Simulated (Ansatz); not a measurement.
**ZnSn2P2, from a guessed structure to a relaxed one**

This structure for ZnSn2P2 is made up. Its elements were placed in a known structure type with a cell scaled to their sizes. What cell does the guess relax to, and how far off was it?

Main program and level: Ansatz 0.2.0; DFT, PBEsol, plane-wave PAW, files of the set soft_1, scalar-relativistic, no spin, cell and ions relaxed at zero pressure; PAW set soft_1, in the first sound run; inputs show where later runs differ.

**1. The structure**

It takes space group I4/mmm (No. 139, tetragonal). Conventional cell: a = 4.135 Å, b = 4.135 Å, c = 9.959 Å, α = 90.00°, β = 90.00°, γ = 90.00°. Sn has 4 P at 2.35 Å and 4 Sn at 2.92 Å and 4 Zn at 3.24 Å nearest. Zn has 8 P at 3.23 Å and 8 Sn at 3.24 Å nearest. P has 4 Sn at 2.35 Å nearest. Farther neighbours are not listed.

**2. Relaxing cell and atoms**

The guess takes its coordinates from another compound and its volume from a rule, so the cell and any free coordinates are relaxed together.

Contents of input.yaml:

```yaml
crystal:
  lattice:
    - [-2.0675, 2.0675, 4.9795]
    - [2.0675, -2.0675, 4.9795]
    - [2.0675, 2.0675, -4.9795]
  atoms:
    - { symbol: Sn, position: [0.25, 0.75, 0.5] }
    - { symbol: Sn, position: [0.75, 0.25, 0.5] }
    - { symbol: Zn, position: [0.0, 0.0, 0.0] }
    - { symbol: P, position: [0.3612, 0.3612, 0.0] }
    - { symbol: P, position: [0.6388, 0.6388, 0.0] }
kpoints:
  mp_grid: { grid: [9, 9, 9] }
scf:
  occupations: { method: fermi_dirac, width: 0.05 }
hamiltonian:
  xc: pbesol
  pseudopotentials: { kind: paw, azcp: { folder: soft_1 }, xc_functional: pbe }
relax:
  f_tol: 0.015
  max_steps: 70
  cell: {}
output:
  forces: true
  stress: true
```

On the command line:

```sh
> ansatz run input.yaml --threads 4 --pin off --max-ram 8192MiB --backend cpu --events-out ev --progress --plain --runs-dir out
```

Numbers of over 12 decimals in the logs are rounded to 6 here.

Output:

```text
Engine: ansatz 0.2.0, aarch64-unknown-linux-gnu
Pseudopotentials: kind: paw
Pseudopotential: Sn, paw, valence charge 14, recommended cutoff 420 eV (normal), soft_1/Sn.paw.azcp
Pseudopotential: Zn, paw, valence charge 12, recommended cutoff 420 eV (normal), soft_1/Zn.paw.azcp
Pseudopotential: P, paw, valence charge 5, recommended cutoff 420 eV (normal), soft_1/P.paw.azcp
Functional definition: PBEsol
  exchange = pbesol_x
  correlation = pbesol_c
Crystal: 5 atoms, lattice volume = 85.141 Å³
Basis set: ecut = 420 eV, 1661 PW (Γ), exchange–correlation on 80×80×80 points (8 copies of the dense FFT grid, shifted against one another)
Bands: 30, of which v1, the nominal top of the filled ones, is band 25 counted from 1 (24 counted from 0)
Symmetry: 16 space group operations
Space group: I4/mmm (ITA 139), of the structure as read, at distance tolerance 4.4e-5 Å
k-points: 75 of 729
Non-local potential: Sn, projectors of the file, l = 0: 2, l = 1: 2, l = 2: 2, l = 3: 1
Non-local potential: Zn, projectors of the file, l = 0: 2, l = 1: 2, l = 2: 3, l = 3: 1
Non-local potential: P, projectors of the file, l = 0: 2, l = 1: 2, l = 2: 1
PAW form: soft (Blöchl's): semilocal exchange-correlation on the pseudo side does not see the compensation charge
PAW frozen core: Sn, regenerated for the run's functional, and the local potential with it (the file was generated under x = pbe(κ = 0.804, μ = 0.219515), c = pbe(β = 0.066725))
PAW frozen core: Zn, regenerated for the run's functional, and the local potential with it (the file was generated under x = pbe(κ = 0.804, μ = 0.219515), c = pbe(β = 0.066725))
PAW frozen core: P, regenerated for the run's functional, and the local potential with it (the file was generated under x = pbe(κ = 0.804, μ = 0.219515), c = pbe(β = 0.066725))
PAW one-centre angular grid: Sn, 590 points (default); XC on 64 Gauss nodes
PAW one-centre angular grid: Zn, 590 points (default); XC on 64 Gauss nodes
PAW one-centre angular grid: P, 110 points (default); XC on 64 Gauss nodes
Initial density: superposition of atomic densities (chi_scale 0.1, normalization cell, long waves kept (reshape's long-wave potential 0.01 eV rms))
Initial wavefunctions: pseudopotential atomic-orbital guess
Functional: x = pbesol(κ = 0.804, μ = 0.123457), c = pbesol(β = 0.046)
SCF iter   1: F=—  HF=-16654.838412 eV  |F-HF|=—  |Δ(HF+E_count)|=         —  Δρ=3.60e-2  dr2=1.46e0  ethr=3.10e-3  ⟨swp⟩=8.8  Hψ=12562  notcnv=0
preconditioner: auto → Kerker (q_TF=auto, 2.497 Å⁻¹)  [metal: Δε(μ)=0.026 eV  Ē_g=15.052 eV  σ=0.050 eV  W_gap=0.13  n_scr=30 (ndim 8)  ℏωp=28.5 eV  f_vac=0.000  D(μ)=1.95/eV (n_scr^D=10)]
SCF iter   2: F=—  HF=-16654.484961 eV  |F-HF|=—  |Δ(HF+E_count)|=   3.53e-1  Δρ=2.02e-2  dr2=4.86e-1  ethr=2.92e-3  ⟨swp⟩=2.1  Hψ=3186  notcnv=0  defer=8
SCF iter   3: F=—  HF=-16654.359678 eV  |F-HF|=—  |Δ(HF+E_count)|=   1.25e-1  Δρ=8.34e-3  dr2=3.32e-2  ethr=9.71e-4  ⟨swp⟩=3.1  Hψ=4139  notcnv=0  defer=8
SCF iter   4: F=—  HF=-16654.340643 eV  |F-HF|=—  |Δ(HF+E_count)|=   1.90e-2  Δρ=3.41e-3  dr2=9.26e-3  ethr=6.63e-5  ⟨swp⟩=2.0  Hψ=4113  notcnv=0  defer=9
SCF iter   5: F=—  HF=-16654.338494 eV  |F-HF|=—  |Δ(HF+E_count)|=   2.15e-3  Δρ=8.85e-4  dr2=1.65e-3  ethr=1.85e-5  ⟨swp⟩=2.0  Hψ=3164  notcnv=0  defer=9
SCF iter   6: F=—  HF=-16654.338181 eV  |F-HF|=—  |Δ(HF+E_count)|=   3.12e-4  Δρ=3.14e-4  dr2=1.92e-4  ethr=3.31e-6  ⟨swp⟩=2.1  Hψ=2715  notcnv=0  defer=9
SCF iter   7: F=—  HF=-16654.338146 eV  |F-HF|=—  |Δ(HF+E_count)|=   3.52e-5  Δρ=7.48e-5  dr2=8.62e-6  ethr=3.83e-7  ⟨swp⟩=2.0  Hψ=2971  notcnv=0  defer=9
SCF iter   8: F=—  HF=-16654.338146 eV  |F-HF|=—  |Δ(HF+E_count)|=   2.91e-7  Δρ=4.89e-5  dr2=1.24e-6  ethr=1.72e-8  ⟨swp⟩=2.2  Hψ=3692  notcnv=0  defer=9
SCF iter   9: F=-16654.338146 eV  HF=-16654.338146 eV  |F-HF|=2.41e-8  |Δ(HF+E_count)|=   1.30e-7  Δρ=7.60e-6  dr2=5.02e-8  ethr=2.00e-10  ⟨swp⟩=4.1  Hψ=10211  notcnv=0
SCF 1 converged in 9 iterations: F = -16654.338146 eV  dr2 = 5.02e-8
  greatest PAW one-centre occupation: 0.992 electrons in one spin orbital (limit 2), on the Sn atom at site 1 (counted from 0), in its partial waves of l = 2
relax step   1: F+E_penalty+E_count = -16654.33814639 eV  Δ(F+E_penalty+E_count) = +0.000e0 eV  max|allowed force component| = 4.496e0 eV/Å  Δτ_max = 0.0000 Å  P = +48.275 GPa  Ω = 85.141 Å³  (9 SCF iters, dr2 threshold 1.00e-7 eV, accepted)
Crystal: 5 atoms, lattice volume = 95.336 Å³
Basis set: ecut = 420 eV, 1865 PW (Γ), exchange–correlation on 80×80×80 points (8 copies of the dense FFT grid, shifted against one another)
Initial density: handed on by an earlier stage of this run
Initial wavefunctions: those handed on with the density
iter 1 solved again at ethr=3.16e-4 eV; its pass at ethr=3.10e-3 eV (dr2=1.58e-1 eV) is discarded
SCF iter   1: F=—  HF=-16657.249433 eV  |F-HF|=—  |Δ(HF+E_count)|=         —  Δρ=9.39e-3  dr2=1.59e-1  ethr=3.16e-4  ⟨swp⟩=1.7  Hψ=15298  notcnv=0
preconditioner: auto → Kerker (q_TF=auto, 2.450 Å⁻¹)  [metal: Δε(μ)=0.028 eV  Ē_g=14.849 eV  σ=0.050 eV  W_gap=0.14  n_scr=30 (ndim 8)  ℏωp=26.9 eV  f_vac=0.000  D(μ)=2.07/eV (n_scr^D=10)]
SCF iter   2: F=—  HF=-16657.214183 eV  |F-HF|=—  |Δ(HF+E_count)|=   3.53e-2  Δρ=5.24e-3  dr2=5.06e-2  ethr=3.16e-4  ⟨swp⟩=2.2  Hψ=2665  notcnv=0
SCF iter   3: F=—  HF=-16657.202380 eV  |F-HF|=—  |Δ(HF+E_count)|=   1.18e-2  Δρ=3.13e-3  dr2=6.14e-3  ethr=1.01e-4  ⟨swp⟩=2.3  Hψ=3763  notcnv=0
SCF iter   4: F=—  HF=-16657.199485 eV  |F-HF|=—  |Δ(HF+E_count)|=   2.89e-3  Δρ=8.08e-4  dr2=8.65e-4  ethr=1.23e-5  ⟨swp⟩=2.0  Hψ=3408  notcnv=0
SCF iter   5: F=—  HF=-16657.199320 eV  |F-HF|=—  |Δ(HF+E_count)|=   1.65e-4  Δρ=2.50e-4  dr2=1.17e-4  ethr=1.73e-6  ⟨swp⟩=2.2  Hψ=3334  notcnv=0
SCF iter   6: F=—  HF=-16657.199295 eV  |F-HF|=—  |Δ(HF+E_count)|=   2.54e-5  Δρ=7.51e-5  dr2=8.39e-6  ethr=2.34e-7  ⟨swp⟩=2.0  Hψ=3173  notcnv=0
SCF iter   7: F=—  HF=-16657.199294 eV  |F-HF|=—  |Δ(HF+E_count)|=   7.64e-7  Δρ=2.33e-5  dr2=6.70e-7  ethr=1.68e-8  ⟨swp⟩=2.5  Hψ=3231  notcnv=0
SCF iter   8: F=-16657.199294 eV  HF=-16657.199294 eV  |F-HF|=2.46e-8  |Δ(HF+E_count)|=   9.62e-8  Δρ=1.01e-5  dr2=7.18e-8  ethr=1.00e-9  ⟨swp⟩=5.0  Hψ=8613  notcnv=0
SCF 2 converged in 8 iterations: F = -16657.199294 eV  dr2 = 7.18e-8
relax step   2: F+E_penalty+E_count = -16657.19929395 eV  Δ(F+E_penalty+E_count) = -2.861e0 eV  max|allowed force component| = 1.748e0 eV/Å  Δτ_max = 0.0731 Å  P = +22.721 GPa  Ω = 95.336 Å³  energy of the carried Pulay correction = -1.955e-3 eV  (8 SCF iters, dr2 threshold 5.00e-7 eV, accepted)
Crystal: 5 atoms, lattice volume = 106.778 Å³
[...]
relax step  21: F+E_penalty+E_count = -16659.61695516 eV  Δ(F+E_penalty+E_count) = -3.043e-3 eV  max|allowed force component| = 4.533e-2 eV/Å  Δτ_max = 0.0467 Å  P = -0.103 GPa  Ω = 99.924 Å³  energy of the carried Pulay correction = -2.765e-3 eV  (10 SCF iters, accepted)
relax step  22: F+E_penalty+E_count = -16659.61563054 eV  Δ(F+E_penalty+E_count) = +1.325e-3 eV  max|allowed force component| = 9.718e-2 eV/Å  Δτ_max = 0.0976 Å  P = +0.444 GPa  Ω = 100.304 Å³  energy of the carried Pulay correction = -2.830e-3 eV  (8 SCF iters, dr2 threshold 1.28e-7 eV, rejected (line search))
relax step  23: F+E_penalty+E_count = -16659.62009565 eV  Δ(F+E_penalty+E_count) = -3.140e-3 eV  max|allowed force component| = 2.729e-2 eV/Å  Δτ_max = 0.0469 Å  P = +0.023 GPa  Ω = 100.302 Å³  energy of the carried Pulay correction = -2.830e-3 eV  (10 SCF iters, accepted)
relax step  24: F+E_penalty+E_count = -16659.62091250 eV  Δ(F+E_penalty+E_count) = -8.168e-4 eV  max|allowed force component| = 3.183e-3 eV/Å  Δτ_max = 0.0337 Å  P = +0.043 GPa  Ω = 100.749 Å³  energy of the carried Pulay correction = -2.906e-3 eV  (7 SCF iters, dr2 threshold 7.40e-8 eV, accepted)
relax step  25: F+E_penalty+E_count = -16659.62089701 eV  Δ(F+E_penalty+E_count) = +1.549e-5 eV  max|allowed force component| = 4.033e-3 eV/Å  Δτ_max = 0.0013 Å  P = -0.105 GPa  Ω = 100.878 Å³  energy of the carried Pulay correction = -2.929e-3 eV  (4 SCF iters, dr2 threshold 2.97e-8 eV, accepted)
relax step  26: F+E_penalty+E_count = -16659.62081228 eV  Δ(F+E_penalty+E_count) = +8.473e-5 eV  max|allowed force component| = 1.594e-2 eV/Å  Δτ_max = 0.0019 Å  P = +0.151 GPa  Ω = 100.623 Å³  energy of the carried Pulay correction = -2.885e-3 eV  (5 SCF iters, dr2 threshold 4.17e-8 eV, rejected (line search))
relax step  27: F+E_penalty+E_count = -16659.62094751 eV  Δ(F+E_penalty+E_count) = -5.050e-5 eV  max|allowed force component| = 2.204e-4 eV/Å  Δτ_max = 0.0000 Å  P = +0.000 GPa  Ω = 100.782 Å³  energy of the carried Pulay correction = -2.912e-3 eV  (8 SCF iters, accepted)
relax step  28: F+E_penalty+E_count = -16659.93701119 eV  Δ(F+E_penalty+E_count) = -3.161e-1 eV  max|allowed force component| = 2.265e-2 eV/Å  Δτ_max = 0.0000 Å  P = +3.877 GPa  Ω = 100.782 Å³  stress off target by 5.76e0 GPa  SCF on the basis re-selected at this cell (its energy is not comparable with the rows above)  (9 SCF iters)
relax step  29: F+E_penalty+E_count = -16660.00345132 eV  Δ(F+E_penalty+E_count) = -6.644e-2 eV  max|allowed force component| = 4.713e-2 eV/Å  Δτ_max = 0.0403 Å  P = +2.342 GPa  Ω = 103.341 Å³  energy of the carried Pulay correction = -4.272e-4 eV  (6 SCF iters, dr2 threshold 5.00e-7 eV, accepted)
relax step  30: F+E_penalty+E_count = -16660.04455840 eV  Δ(F+E_penalty+E_count) = -4.111e-2 eV  max|allowed force component| = 8.965e-2 eV/Å  Δτ_max = 0.0793 Å  P = +0.712 GPa  Ω = 107.306 Å³  energy of the carried Pulay correction = -1.219e-3 eV  (6 SCF iters, dr2 threshold 5.00e-7 eV, accepted)
relax step  31: F+E_penalty+E_count = -16660.04687589 eV  Δ(F+E_penalty+E_count) = -2.317e-3 eV  max|allowed force component| = 2.078e-2 eV/Å  Δτ_max = 0.0109 Å  P = -0.047 GPa  Ω = 108.273 Å³  energy of the carried Pulay correction = -1.439e-3 eV  (5 SCF iters, dr2 threshold 5.00e-7 eV, accepted)
relax step  32: F+E_penalty+E_count = -16660.04702978 eV  Δ(F+E_penalty+E_count) = -1.539e-4 eV  max|allowed force component| = 1.009e-4 eV/Å  Δτ_max = 0.0014 Å  P = +0.009 GPa  Ω = 108.225 Å³  energy of the carried Pulay correction = -1.426e-3 eV  (5 SCF iters, dr2 threshold 1.57e-7 eV, accepted)
iter 1 solved again at ethr=6.63e-7 eV; its pass at ethr=3.10e-3 eV (dr2=3.31e-4 eV) is discarded
SCF iter   1: F=—  HF=-16660.047854 eV  |F-HF|=—  |Δ(HF+E_count)|=         —  Δρ=3.58e-4  dr2=5.13e-6  ethr=6.63e-7  ⟨swp⟩=4.0  Hψ=18121  notcnv=0
preconditioner: auto → Kerker (q_TF=auto, 2.399 Å⁻¹)  [metal: Δε(μ)=0.067 eV  Ē_g=14.484 eV  σ=0.050 eV  W_gap=0.30  n_scr=26 (ndim 8)  ℏωp=25.2 eV  f_vac=0.000  D(μ)=1.84/eV (n_scr^D=14)]
SCF iter   2: F=—  HF=-16660.048097 eV  |F-HF|=—  |Δ(HF+E_count)|=   2.43e-4  Δρ=2.18e-4  dr2=9.52e-6  ethr=1.03e-8  ⟨swp⟩=2.1  Hψ=4012  notcnv=0
SCF iter   3: F=—  HF=-16660.048167 eV  |F-HF|=—  |Δ(HF+E_count)|=   7.06e-5  Δρ=6.38e-5  dr2=2.55e-7  ethr=1.03e-8  ⟨swp⟩=2.0  Hψ=2967  notcnv=0
SCF iter   4: F=—  HF=-16660.048178 eV  |F-HF|=—  |Δ(HF+E_count)|=   1.07e-5  Δρ=7.79e-6  dr2=1.78e-8  ethr=5.09e-10  ⟨swp⟩=2.0  Hψ=3376  notcnv=0
SCF iter   5: F=—  HF=-16660.048178 eV  |F-HF|=—  |Δ(HF+E_count)|=   1.10e-7  Δρ=4.32e-6  dr2=6.37e-9  ethr=3.56e-11  ⟨swp⟩=2.0  Hψ=4149  notcnv=0
SCF iter   6: F=—  HF=-16660.048178 eV  |F-HF|=—  |Δ(HF+E_count)|=   6.91e-9  Δρ=9.16e-7  dr2=1.51e-10  ethr=1.27e-11  ⟨swp⟩=2.0  Hψ=3974  notcnv=0
SCF iter   7: F=-16660.048178 eV  HF=-16660.048178 eV  |F-HF|=1.09e-11  |Δ(HF+E_count)|=   1.59e-9  Δρ=9.70e-8  dr2=1.16e-11  ethr=1.00e-12  ⟨swp⟩=5.6  Hψ=8497  notcnv=0
SCF 33 converged in 7 iterations: F = -16660.048178 eV  dr2 = 1.16e-11
relax step  33: F+E_penalty+E_count = -16660.04817821 eV  Δ(F+E_penalty+E_count) = -1.148e-3 eV  max|allowed force component| = 4.423e-4 eV/Å  Δτ_max = 0.0000 Å  P = -0.002 GPa  Ω = 108.225 Å³  stress off target by 1.02e-2 GPa  SCF on the basis re-selected at this cell (its energy is not comparable with the rows above)  (7 SCF iters)
basis re-selected at this cell: Δ(F+E_penalty+E_count) = -1.148e-3 eV, ΔP = -0.011 GPa vs the last step (what re-selecting the basis moved, of the pressure what is left beyond the Pulay correction that the steps carried, after the strain that the cell walked since its last selection, with what the two solves' SCF thresholds leave and, on support functions, any second-order correction that the steps lacked; it is no m [...]
SCF converged after 7 iterations
Free energy (F): -16660.048178 eV
Harris-Foulkes:  -16660.048178 eV  (|F-HF|=1.09e-11)
Internal energy: -16660.033436 eV  (E = F + TS)
E sigma→0 (E₀):  -16660.040807 eV
Entropy (-TS):   -0.014742 eV (-2.948 meV/atom)
Fermi energy:    9.323372 eV
--- Per-component energies (eV) ---
  E_band       = -140.004949
  E_kinetic    = 619.047241
  E_local      = -4385.041043  (includes V_loc(G=0)·N_el)
  E_nonlocal   = 1177.544448
  E_hartree    = 1930.104955
  E_xc         = -471.118921
  E_vxc        = -333.767359  (∫ρ·V_xc dr)
  E_paw        = -11535.776241  (= ΣΔE_a)
  E_vpaw       = -1077.998381  (= ΣTr[D̂ρ^β])
  E_aug_tail   = 0.000331  (compensation charges beyond the density's cutoff)
  E_ewald      = -3996.253433
  E_core_change = 1.459227  (= ΣΔE_core)
  E_smearing   = -0.014742  (= −TS)
  E_closure    = 0.000000  (closes the sum)
  Σ components = -16660.048178   (vs F -16660.048178, Δ=0.00e0)
--- Forces (eV/Å), atoms counted from 1 ---
  atom   1  Sn    -0.00000000     0.00000000    -0.00000000
  atom   2  Sn     0.00000000    -0.00000000     0.00000000
  atom   3  Zn     0.00000000     0.00000000     0.00000000
  atom   4  P      0.00000000    -0.00000000     0.00044228
  atom   5  P     -0.00000000     0.00000000    -0.00044228
  max |Σ_I F_I| component: 1.08e-18 eV/Å
--- Stress (GPa, compression-positive) ---
       -0.008131       0.000000       0.000000
        0.000000      -0.008131       0.000000
        0.000000       0.000000       0.010183
  P = ⅓ Tr σ = -0.0020 GPa (-0.020 kbar)
--- Relaxed structure (31 steps of the walk, 27 accepted, 2 SCFs on fresh bases) ---
  F+E_penalty+E_count = -16660.04817821 eV   max|allowed force component| = 4.423e-4 eV/Å   (the final SCF, on the basis selected at the relaxed cell)
  cell:  # Å, volume = 108.2252 Å³
    - [-2.706903, 2.706903, 3.692523]
    - [2.706903, -2.706903, 3.692523]
    - [2.706903, 2.706903, -3.692523]
  atoms:
    - { symbol: Sn, position: [0.25, 0.75, 0.500000] }
    - { symbol: Sn, position: [0.75, 0.25, 0.5] }
    - { symbol: Zn, position: [-1.1147936787078578e-18, -1.114793678707859e-18, 0] }
    - { symbol: P, position: [0.308872, 0.308872, 0] }
    - { symbol: P, position: [0.691128, 0.691128, 0] }
```

Wall time 80 s (4 threads of Arm Neoverse V2, shared host); peak memory 0.55 GiB; 5.1 min of CPU time.

Relaxation path (22 of 33):

```
step  energy less that of the first step (eV)  largest force component (eV/Å)  pressure (GPa)  volume (Å³)
   1                                   0.0000                          4.4957           48.28        85.14
   3                                  -4.0685                          0.6837            8.84       106.78
   4                                  -4.4378                          0.4135            2.19       115.16
   6                                  -4.8008                          0.4977           -1.81       117.36
   7                                  -4.9029                          1.0155           -1.26       115.18
   9                                  -5.1044                          0.1803           -1.33       110.09
  10                                  -5.1987                          0.2374           -0.09       105.33
  12                                  -5.2468                          0.2030            1.26        99.86
  13                                  -5.2048                          0.6248            0.33        98.82
  15                                  -5.2681                          0.0230           -0.09       100.00
  16                                  -5.2713                          0.0247            0.88        98.54
  18                                  -5.2754                          0.0366            0.06        99.47
  19                                  -5.2758                          0.0437           -0.39        99.94
  21                                  -5.2788                          0.0453           -0.10        99.92
  22                                  -5.2775                          0.0972            0.44       100.30
  24                                  -5.2828                          0.0032            0.04       100.75
  25                                  -5.2828                          0.0040           -0.11       100.88
  27                                  -5.2828                          0.0002            0.00       100.78
 28*                                  -5.5989                          0.0226            3.88       100.78
  30                                  -5.7064                          0.0896            0.71       107.31
  31                                  -5.7087                          0.0208           -0.05       108.27
 33*                                  -5.7100                          0.0004            0.00       108.23
```

Relaxation steps marked * repeat the geometry before them on a plane-wave basis chosen anew for their cell, so energy and pressure can jump there. Other such steps can lie between the rows shown. Relaxation steps 13, 20, 22, 26 were tried and not accepted.

Forces are held to the 16 operations that the run works with; a distortion that breaks them can't arise in this run.

```
     cell as run  before   after   change
           a (Å)   5.774   5.319   -7.9 %
           b (Å)   5.774   5.319   -7.9 %
           c (Å)   5.774   5.319   -7.9 %
           α (°)  138.04  118.81  -13.9 %
           β (°)  138.04  118.81  -13.9 %
           γ (°)   60.84   92.07  +51.3 %
volume (Å³/atom)   17.03   21.65  +27.1 %
```

The atoms that moved most (Å, as changes of fractional coordinates times the final cell):

```
atom     dx     dy      dz  length
  P4  0.000  0.000  -0.386   0.386
  P5  0.000  0.000   0.386   0.386
```

Numbers from this step:

```yaml
free_energy: -16660.0482 eV
energy_at_zero_smearing: -16660.0408 eV
smearing_term_ts: 0.01474 eV
fermi_energy: 9.323 eV
electrons: 50
symmetry_operations: 16
pressure: -0.002027 GPa
```

Shortest distances by pair of elements, guess and relaxed (not always the same contact):

```
 pair  guess (Å)  relaxed (Å)
 P–Zn      3.234        2.281
 P–Sn      2.345        2.742
  P–P      2.765        2.823
Sn–Zn      3.236        3.277
Sn–Sn      2.924        3.693
```

The relaxation ends with a largest force component of 4.4e-4 eV/Å and a pressure of 0.00 GPa.

(Part 1 of 2 ends here.)

[Logs are printed without paths, hosts, clocks, repeated set-up lines and the standing remarks that a program may print on its own settings, such as how far it seeks lower states.]

[Hosts, paths, dates, database ids (printed as entryN), source tags and the programs' standing remarks are cut or masked in the printed files.]
